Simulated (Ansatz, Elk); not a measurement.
# Bonding as seen by X-rays: BaTi3Ni

The structure of BaTi3Ni used here is made up (a known structure type with other elements) and was relaxed beforehand with PBE. The aim is the Fourier transform of its all-electron density, F(hkl), set beside the sum over free spherical atoms that refinements use.

Main program and level: Elk 11.2.3 (patched build); DFT, PBE, all-electron APW+lo, Dirac cores, scalar-relativistic bands, static density, no spin.

This account leaves out most program logs.

The structure was built from a prototype and need not be the compound's stable phase.

## (1) Set-up

The structure is tetragonal, space group I4mm (No. 107). The conventional cell has a = 4.258 Å, b = 4.258 Å, c = 11.898 Å, α = 90.00°, β = 90.00°, γ = 90.00°. Ba has 8 Ti at 3.27 to 3.58 Å and 4 Ni at 3.35 Å nearest. Ni has 5 Ti at 2.55 to 2.75 Å and 4 Ba at 3.35 Å nearest. Nearest to Ti lie 1 Ni at 2.75 Å and 4 Ti at 2.79 Å and 4 Ba at 3.27 Å. Ti has 2 Ni at 2.55 Å and 6 Ti at 2.79 to 3.01 Å and 2 Ba at 3.58 Å nearest. Farther neighbours are not listed.

## (2) Ground state and structure factors

An all-electron density is needed, since X-rays see the cores too. Task 0 finds the density and task 195 Fourier-transforms it; tshift is off so that phases refer to the origin typed.

File elk.in:

```
tasks
  0
  195

xctype
  20

spinpol
  .false.

rgkmax
  7.0

gmaxvr
  14.0

lmaxo
  7

lmaxapw
  8

swidth
  0.002

tshift
  .false.

ramdisk
  .false.

hmaxvr
  5.5

maxscl
  120

epspot
  1e-06

sppath
  './'

avec
  -4.02276290908 4.02276290908 11.24151241539
  4.02276290908 -4.02276290908 11.24151241539
  4.02276290908 4.02276290908 -11.24151241539

atoms
  3
  'Ba.in'
  1
  0.9961995902 0.9961995902 -0.0000000000   0.000000 0.000000 0.000000
  'Ni.in'
  1
  0.6205214868 0.6205214868 0.0000000000   0.000000 0.000000 0.000000
  'Ti.in'
  3
  0.3896236772 0.3896236772 -0.0000000000   0.000000 0.000000 0.000000
  0.2383276229 0.7383276229 0.5000000000   0.000000 0.000000 0.000000
  0.7383276229 0.2383276229 0.5000000000   0.000000 0.000000 0.000000

ngridk
  7 7 7
```

Run with:

```
OMP_NUM_THREADS=4 elk
```

It took 2 min on 4 threads of Arm Neoverse V2, shared host; peak memory 0.27 GiB.

SFACRHO.OUT:

```text

h k l indices transformed by vhmat matrix:
   1.000000000       0.000000000       0.000000000    
   0.000000000       1.000000000       0.000000000    
   0.000000000       0.000000000       1.000000000    

      h      k      l  multipl.   |H|            Re(F)            Im(F)           |F|

      0      0      0      1   0.0000000       150.00000      0.26333218E-16   150.00000    
      1      1     -1      1  0.55892704       17.527750       9.9701890       20.164987    
     -1     -1      1      1  0.55892704       17.527750      -9.9701890       20.164987    
      1      0     -1      4  0.82945100       17.001114      -6.5495010       18.219052    
      0     -1      1      4  0.82945100       17.001114       6.5495010       18.219052    
      0      0     -1      4   1.1044357       53.375179     -0.11997199E-13   53.375179    
     -2     -2      2      1   1.1178541       39.785122       17.530480       43.476128    
      2      2     -2      1   1.1178541       39.785122      -17.530480       43.476128    
      1      2     -2      4   1.1457695       69.601333      -6.4441220       69.899015    
     -1     -2      2      4   1.1457695       69.601333       6.4441220       69.899015    
      0      2     -1      4   1.2378116       82.018709     -0.34127676       82.019419    
      0     -2      1      4   1.2378116       82.018709      0.34127676       82.019419    
      1     -1     -1      4   1.5619079       107.77071      0.93503520E-14   107.77071    
     -1     -3      2      4   1.5714248      -20.806273      -1.5522286       20.864093    
      2      2     -3      4   1.5714248      -20.806273       1.5522286       20.864093    
     -2     -3      3      4   1.6007453       72.047206      -2.7560742       72.099902    
      2      3     -3      4   1.6007453       72.047206       2.7560742       72.099902    
      2      0      0      4   1.6589020       16.686075       8.3035515       18.637973
```

Elk indexes on the primitive cell of elk.in and gives |H| = 4π sin θ/λ in inverse bohr. Below, one row stands for each form hkl of the conventional cell (m members, Friedel mates merged), F is for one primitive cell and the density is static (no thermal factor). Free-atom factors are Waasmaier and Kirfel's, and R is Σm||F|−|F'||/Σm|F|.

```tsv
hkl	m	sin θ/λ (Å⁻¹)	abs F, DFT	neutral atoms	diff.	abs of complex diff.
002	2	0.084	20.165	20.321	-0.156	0.161
101	8	0.125	18.219	18.320	-0.101	0.168
110	4	0.166	53.375	53.062	+0.313	0.313
004	2	0.168	43.476	43.810	-0.334	0.371
103	8	0.172	69.899	69.732	+0.167	0.245
112	8	0.186	82.019	82.314	-0.295	0.373
200	4	0.235	107.771	108.311	-0.540	0.540
114	8	0.236	20.864	21.324	-0.460	0.460
105	8	0.241	72.100	72.378	-0.278	0.286
202	8	0.249	18.638	18.383	+0.255	0.299
006	2	0.252	4.150	3.825	+0.326	0.369
211	16	0.266	16.298	16.194	+0.104	0.135
204	8	0.289	36.353	36.230	+0.123	0.124
213	16	0.291	57.793	58.034	-0.241	0.258
```

## (3) The highest occupied states alone

An energy window below the Fermi level keeps the highest occupied states, to see at which angles they scatter; shallow core shells can lie inside it and anion s states outside. No new self-consistency is needed.

elk.in: that of step 2 with these lines changed.

```diff
@@ -1,3 +1,2 @@
 tasks
-  0
   195
@@ -40,2 +39,5 @@
 
+wsfac
+  -0.295770 0.555470
+
 sppath
```

Run with:

```
OMP_NUM_THREADS=4 elk
```

Wall time 16 s (4 threads); peak memory 0.17 GiB.

States within 15 eV below the Fermi level hold 30.00 electrons; any levels below the window count with the cores. Their amplitudes can exceed the total, where window and core parts have opposite phase:

```tsv
hkl	sin θ/λ (Å⁻¹)	abs F, window	abs F, all
002	0.084	6.622	20.165
101	0.125	5.437	18.219
110	0.166	8.041	53.375
004	0.168	3.236	43.476
103	0.172	8.218	69.899
112	0.186	6.397	82.019
200	0.235	7.536	107.771
114	0.236	5.811	20.864
105	0.241	5.782	72.100
202	0.249	4.304	18.638
```

## (4) Another functional

The difference from free atoms is small, so it is set against the change that LDA (Perdew-Wang) makes.

elk.in: that of step 3 with these lines changed.

```diff
@@ -1,2 +1,3 @@
 tasks
+  0
   195
@@ -4,3 +5,3 @@
 xctype
-  20
+  3
 
@@ -39,5 +40,2 @@
 
-wsfac
-  -0.295770 0.555470
-
 sppath
```

Run with:

```
OMP_NUM_THREADS=4 elk
```

Wall time 75 s (4 threads); peak memory 0.2 GiB.

Against the first run R = 0.03 %; the largest change is -0.055 at 220.

## (5) A coarser k-mesh

About half the k-points along each axis test the sampling.

elk.in: that of step 4 with these lines changed.

```diff
@@ -5,3 +5,3 @@
 xctype
-  3
+  20
 
@@ -63,2 +63,2 @@
 ngridk
-  7 7 7
+  4 4 4
```

Run with:

```
OMP_NUM_THREADS=4 elk
```

The job ended after 47 s (4 threads; peak memory 0.27 GiB; 2 min of CPU time).

Against the first run R = 0.01 %; the largest change is +0.013 at 200.

## (6) Settings against the effect

```tsv
run	R against the first run (%)	R against neutral atoms, low angle (%)	wall time
PBE, rgkmax 7	0.00	0.53	2 min
LDA (Perdew-Wang)	0.03	0.54	75 s
k-mesh 4×4×4	0.01	0.53	47 s
```

## (7) What came out

```yaml
r_against_neutral_atoms_sin_theta_lambda_0p3_a_minus1: 0.53 %
r_against_neutral_atoms_0p3_to_0p76_a_minus1: 0.14 %
```

**Reading.** Independent neutral atoms miss the calculated amplitudes by R = 0.53 % below 0.3 Å⁻¹ and 0.14 % from there to 0.76 Å⁻¹; by shells, 0.60 % below 0.15 Å⁻¹ (2 forms), 0.53 % 0.15 to 0.3 (12 forms), 0.12 % 0.3 to 0.45 (23 forms), 0.14 % above 0.45 (112 forms). Bonding, aspherical density and the tables' own atoms all enter these figures, and the runs don't part them. The largest change of an amplitude is -0.54 electrons, at 200. R counts amplitudes alone; phases shift too. The window's part falls from 30.0 electrons at the origin to at most 2.20 between 0.45 and 0.76 Å⁻¹, where compact states inside the window still scatter. The window holds more than the 24 outer electrons of the free atoms, so shallow core shells lie inside it. Below 0.3 Å⁻¹ the changes that finished (LDA (Perdew-Wang) and k-mesh 4×4×4) move F by R = 0.02 % at most, against the 0.53 % that separates it from free atoms. The basis has no finished test. These runs have no spin, though d or f shells may be open. Part of the difference isn't bonding: the tables are fits to free atoms and ions calculated by other methods than this functional. Thermal motion, anomalous dispersion and extinction are left out.

[Logs are printed without paths, hosts, clocks, repeated set-up lines and the standing remarks that a program may print on its own settings, such as how far it seeks lower states.]

[Hosts, paths, dates, database ids (printed as entryN), source tags and the programs' standing remarks are cut or masked in the printed files.]
